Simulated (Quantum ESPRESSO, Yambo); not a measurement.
# A GW chain in Yambo: SnSe2 (1T monolayer), part 2 of 3

How does a plane-wave GW calculation on SnSe2 (1T monolayer) run from the first input to the gap?

Quantum ESPRESSO 7.5 and Yambo 5.3.0; PBE and many-body steps on it, plane waves. Known limits of the many-body steps: not at the basis limit; no spin-orbit coupling.

So far. Step 2 (Ground state): The gap is indirect, with the least direct gap 0.30 eV higher. Step 3 (Bands along the symmetry lines): The gap is 0.780 eV, −0.059 eV from the run before at this level.

### 4. Empty states on the mesh, 6×6×1 mesh, 168 bands

Level of this step: DFT, PBE, plane waves, norm-conserving pseudopotentials (Quantum ESPRESSO).

The sums over transitions need many empty states on a uniform mesh; this step solves for them.

pw.in reads:

```
&control
  calculation = 'nscf'
  prefix = 'x'
  outdir = 'o'
  pseudo_dir = 'pseudo'
/
&system
  ibrav = 0
  nat = 3
  ntyp = 2
  ecutwfc = 104.0
  nbnd = 168
  force_symmorphic = .true.
/
&electrons
  conv_thr = 1e-9
  electron_maxstep = 80
  diago_full_acc = .true.
  diago_thr_init = 5e-6
/
ATOMIC_SPECIES
  Sn 118.71 Sn.upf
  Se 78.971 Se.upf
CELL_PARAMETERS angstrom
  3.8716531358 0.0000000001 0.0000000000
  -1.9358265679 3.3529499702 0.0000000000
  0.0000000000 0.0000000000 15.0000000000
ATOMIC_POSITIONS crystal
  Sn 0.0000000000 0.0000000000 0.5000000000
  Se 0.3333333333 0.6666666667 0.6064273921
  Se 0.6666666667 0.3333333333 0.3935726079
K_POINTS automatic
  6 6 1 0 0 0
```

The run is started by

```bash
OMP_NUM_THREADS=1 mpirun -n 4 pw.x -nk 4 -in pw.in > pw.out
```

Output:

```text
[banner, memory and clock lines left out]
Program PWSCF v.7.5 starts

     Atomic positions and unit cell read from directory:
     o/x.save/

     Message from routine setup:
     using ibrav=0 with symmetry is DISCOURAGED, use correct ibrav instead

     G-vector sticks info

     bravais-lattice index     =            0
     lattice parameter (alat)  =       7.3164  a.u.
     unit-cell volume          =    1314.0484 (a.u.)^3
     number of atoms/cell      =            3
     number of atomic types    =            2
     number of electrons       =        70.00
     number of Kohn-Sham states=          168
     kinetic-energy cutoff     =     104.0000  Ry
     charge density cutoff     =     416.0000  Ry
     Exchange-correlation= PBE
                           (   1   4   3   4   0   0   0)

     celldm(1)=   7.316364  celldm(2)=   0.000000  celldm(3)=   0.000000
     celldm(4)=   0.000000  celldm(5)=   0.000000  celldm(6)=   0.000000

     crystal axes: (cart. coord. in units of alat)
               a(1) = (   1.000000   0.000000   0.000000 )
               a(2) = (  -0.500000   0.866025   0.000000 )
               a(3) = (   0.000000   0.000000   3.874314 )

     reciprocal axes: (cart. coord. in units 2 pi/alat)
               b(1) = (  1.000000  0.577350 -0.000000 )
               b(2) = ( -0.000000  1.154701  0.000000 )
               b(3) = (  0.000000 -0.000000  0.258110 )
     Pseudo is Norm-conserving + core correction, Zval = 22.0
     Generated using ONCVPSP code by D. R. Hamann
     Using radial grid of 1628 points,  6 beta functions with:
     Pseudo is Norm-conserving + core correction, Zval = 24.0
     Generated using ONCVPSP code by D. R. Hamann
     Using radial grid of 1214 points,  6 beta functions with:
     Sn               22.00   118.71000     Sn( 1.00)
     Se               24.00    78.97100     Se( 1.00)

     12 Sym. Ops., with inversion, found

   Cartesian axes

     site n.     atom                  positions (alat units)
         1        Sn     tau(   1) = (   0.0000000   0.0000000   1.9371570  )
         2        Se     tau(   2) = (  -0.0000000   0.5773503   2.3494901  )
         3        Se     tau(   3) = (   0.5000000   0.2886751   1.5248239  )

     number of k points=     7
                       cart. coord. in units 2pi/alat
        k(    1) = (   0.0000000   0.0000000   0.0000000), wk =   0.0555556
        k(    2) = (  -0.0000000   0.1924501   0.0000000), wk =   0.3333333
        k(    3) = (  -0.0000000   0.3849002   0.0000000), wk =   0.3333333
        k(    4) = (   0.0000000  -0.5773503   0.0000000), wk =   0.1666667
        k(    5) = (   0.1666667   0.2886751   0.0000000), wk =   0.3333333
        k(    6) = (   0.1666667   0.4811252   0.0000000), wk =   0.6666667
        k(    7) = (   0.3333333   0.5773503   0.0000000), wk =   0.1111111

     Dense  grid:   188291 G-vectors     FFT dimensions: (  48,  48, 192)

     The potential is recalculated from file :
     o/x.save/charge-density

     Starting wfcs are   39 randomized atomic wfcs +  129 random wfcs

     Band Structure Calculation

     End of band structure calculation

          k = 0.0000 0.0000 0.0000 ( 23547 PWs)   bands (ev):

  -206.8538-206.8538-146.3464-146.3464-146.3464-146.3464-146.3058-146.3058
  -129.0063 -84.7844 -84.7844 -84.7746 -46.5280 -46.5280 -46.5280 -46.5280
   -46.4907 -46.4907 -46.4904 -46.4904 -46.4782 -46.4781 -20.9774 -20.9774
   -20.9474 -20.9376 -20.9376 -13.1638 -11.9054  -5.3968  -0.8812  -0.3098
[...]
[... 9 further rows ...]
[...]
k =-0.0000 0.1925 0.0000 ( 23503 PWs)   bands (ev):

  -206.8538-206.8538-146.3464-146.3464-146.3464-146.3464-146.3058-146.3058
[...]
[... 9 further rows ...]
[...]
k =-0.0000 0.3849 0.0000 ( 23496 PWs)   bands (ev):

  -206.8538-206.8538-146.3464-146.3464-146.3464-146.3464-146.3058-146.3058
[...]
[... 9 further rows ...]
    42.1100  42.4864  42.7613  42.8413  42.9820  43.1381  43.2301  43.7003
    43.9833  44.1262  44.1897  44.4683  44.6307  44.6765  44.8327  45.2257

          k = 0.0000-0.5774 0.0000 ( 23536 PWs)   bands (ev):

     [... further k-points ...]

     highest occupied, lowest unoccupied level (ev):     0.1392    0.9303

     XML data file, pseudopotentials, collected wavefunctions
```

Wall time 91 s (4 MPI ranks of Arm Neoverse V1, shared host); peak memory 1.7 GiB; 6.1 min of CPU time.

Numbers from this step:

```yaml
gap: 0.7911 eV
k_of_the_valence_top: 0, 0.1667, 0
k_of_the_conduction_bottom: 0, -0.5, 0
least_direct_gap: 1.097 eV
k_points_computed: 7
lowest_point_of_the_top_converged_band_above_the_valence_top: 44.50 eV
```

On this mesh the gap is 0.791 eV.

### 5. Conversion and set-up

This step: Yambo 5.3.0; conversion and set-up on PBE, plane waves, norm-conserving pseudopotentials.

The states are converted to the many-body program's format and the q mesh is built.

The run is started by

```bash
(cd o/x.save; p2y > p2y.log; mv SAVE ../..); yambo > setup.log
```

Output:

```text
 Yambo, version 5.3.0

 [02] CORE Variables Setup
 =========================

  [02.01] Unit cells
  ==================

  Cell kind             :  HCP
  Atoms in the cell     :  Sn  Se
  number of Sn atoms    :  1
  number of Se atoms    :  2

  List of atomic masses
  Mass of Sn    :  118.7100
  Mass of Se    :  78.97100

  List of atomic coordinates    : [cc]
  Sn1       :   0.00000   0.00000  14.17295  order 1
  Se1       : -0.36582E-09   4.2241       17.190      order 2
  Se2       :   3.65818   2.11205  11.15617  order 3

  Alat factors          :   7.31636   6.33616  28.34589 [a.u.]
  Direct lattice volume :   1314.05    [a.u.]
  Direct lattice vectors:  A[ 1 ]  A[ 2 ]  A[ 3 ]
   A[ 1 ]:   1.0000      0.29824E-10   0.0000      [iru]
    7.3164      0.18897E-09   0.0000      [cc]
   A[ 2 ]: -0.500000  1.000000  0.000000  [iru]
  -3.658182  6.336157  0.000000  [cc]
   A[ 3 ]:  0.000000  0.000000  1.000000  [iru]
    0.00000   0.00000  28.34589  [cc]

  Recip. lattice volume :  0.188768 [a.u.]
  Recip. lattice vectors:  B[ 1 ]  B[ 2 ]  B[ 3 ]
   B[ 1 ]:  1.000000  0.500000  0.000000  [iku]
   0.858785  0.495820 -0.000000  [cc]
   B[ 2 ]: -0.29824E-10   1.0000       0.0000      [iku]
  -0.25613E-10  0.99164       0.0000      [cc]
   B[ 3 ]:  0.000000  0.000000  1.000000  [iku]
   0.000000 -0.000000  0.221661  [cc]

  [02.02] Symmetries
  ==================

  Inversion symmetry    : yes
  Spatial inversion     : yes
  Inversion index       :   7
  K-space Time-reversal : no
  Magnetic symmetries   : no
  Group table correct   : yes
  Symmetries units      :  [cc]

   [S  1]:   1.0000      0.23925E-26   0.0000     -0.10854E-16   1.0000       0.0000       0.0000       0.0000       1.0000
   [S  2]:   1.0000      0.51658E-10   0.0000     -0.15103E-15  -1.0000       0.0000       0.0000       0.0000      -1.0000
   [S  3]: -0.500000  0.866025  0.000000 -0.866025 -0.500000  0.000000  0.000000  0.000000  1.000000
[...]
[S 11]:  0.500000  0.866025  0.000000  0.866025 -0.500000  0.000000  0.000000  0.000000  1.000000
   [S 12]:  0.500000 -0.866025  0.000000 -0.866025 -0.500000  0.000000  0.000000  0.000000  1.000000

  [02.03] Reciprocal space
  ========================

  nG shells         :   8200
  nG charge         :  188291
  nG WFs            :  27455
  nC WFs            :  23616
  G-vecs. in first 80 shells:  [ Number ]
     1    3    5    7    9   15   27   39   41
    53   55   67   79   81   93   99  111  113
   125  137  149  161  167  169  181  193  205
[...]
809   811   823   835   859   865   877   889
  ...
  Shell energy in first 80 shells:  [ mHa ]
[...]
4326.13      4423.38      4425.07      4447.61      4449.64      4523.34      4643.47      4645.50      4646.17
    4815.10      4818.14      4939.29      5012.65      5014.00      5039.24      5306.78      5309.48      5431.64
[...]
K/Q-points units:
  rlu = crystal or reduced units; cc = cartesian coordinates; iku = interal k-units

  K [1]          [rlu]:  0.000000  0.000000  0.000000
         WF components:  23547
  K [2]          [rlu]: -0.72651E-27  0.16667       0.0000
         WF components:  23503
  K [3]          [rlu]: -0.14530E-26  0.33333       0.0000
         WF components:  23496
  K [4]          [rlu]:  0.30413E-26 -0.50000       0.0000
         WF components:  23536
  K [5]          [rlu]:  0.166667  0.166667  0.000000
         WF components:  23506
  K [6]          [rlu]:  0.166667  0.333333  0.000000
         WF components:  23552
  K [7]          [rlu]:  0.333333  0.333333  0.000000
         WF components:  23616

  [02.05] Energies & Occupations
  ==============================

  [X] === General ===
  [X] Electronic Temperature                        :  0.000000  0.000000 [eV K]
  [X] Bosonic    Temperature                        :  0.000000  0.000000 [eV K]
  [X] Finite Temperature mode                       : no
  [X] El. density                                   :  0.35949E+24 [cm-3]
  [X] Fermi Level                                   :  0.139162 [eV]

  [X] === Gaps and Widths ===
  [X] Conduction Band Min                           :  0.791108 [eV]
  [X] Valence Band Max                              :  0.000000 [eV]
  [X] Filled Bands                                  :   35
  [X] Empty Bands                                   :   36  168
  [X] Direct Gap                                    :  1.097116 [eV]
  [X] Direct Gap localized at k                     :   4
  [X] Indirect Gap                                  :  0.791108 [eV]
  [X] Indirect Gap between kpts                     :   2   4
  [X] Last valence band width                       :  0.770971 [eV]
  [X] 1st conduction band width                     :  1.364754 [eV]

  E @ K [1]:  [eV]
  -206.9930 -206.9930 -146.4856 -146.4856 -146.4856 -146.4856 -146.4449 -146.4449
[...]
occ @ K [1]
[...]
E @ K [2]:  [eV]
[...]
occ @ K [2]
[...]
E @ K [3]:  [eV]
[...]
occ @ K [3]
[...]
E @ K [4]:  [eV]
[...]
occ @ K [4]
[...]
E @ K [5]:  [eV]
[...]
occ @ K [5]
[...]
E @ K [6]:  [eV]
[...]
occ @ K [6]
[...]
E @ K [7]:  [eV]
[...]
occ @ K [7]
[...]
0.000000  0.000000  0.000000  0.000000  0.000000  0.000000  0.000000  0.000000
   0.000000  0.000000  0.000000  0.000000  0.000000  0.000000  0.000000  0.000000

 [03] Transferred momenta grid and indexing
 ==========================================

 IBZ Q-points                                      :   7
 BZ  Q-points                                      :   36

 K/Q-points units:
 rlu = crystal or reduced units; cc = cartesian coordinates; iku = interal k-units

 Q [1]          [rlu]:  0.000000  0.000000  0.000000
 Q [2]          [rlu]: -0.20889E-17  0.16667       0.0000
 Q [3]          [rlu]: -0.41779E-17  0.33333       0.0000
 Q [4]          [rlu]:  0.62668E-17 -0.50000       0.0000
 Q [5]          [rlu]:  0.166667  0.166667  0.000000
 Q [6]          [rlu]:  0.166667  0.333333  0.000000
 Q [7]          [rlu]:  0.333333  0.333333  0.000000

  [03.01] X indexes
  =================

   [03.01.01] Sigma indexes
   ========================

 [06] Game Over & Game summary
```

Elapsed: 4 s, on 1 MPI rank; peak memory 0.27 GiB.

[end of part 2 of 3]

[Paths, hosts, dates, memory and timing lines, banners, echoed tables and standing remarks are left out of the program output.]

[Logs are printed without paths, hosts, clocks, repeated set-up lines and the standing remarks that a program may print on its own settings, such as how far it seeks lower states.]

[Runs of the session that timed out or met a known fault of the program may be left out.]

[Hosts, paths, dates, database ids (printed as entryN), source tags and the programs' standing remarks are cut or masked in the printed files.]
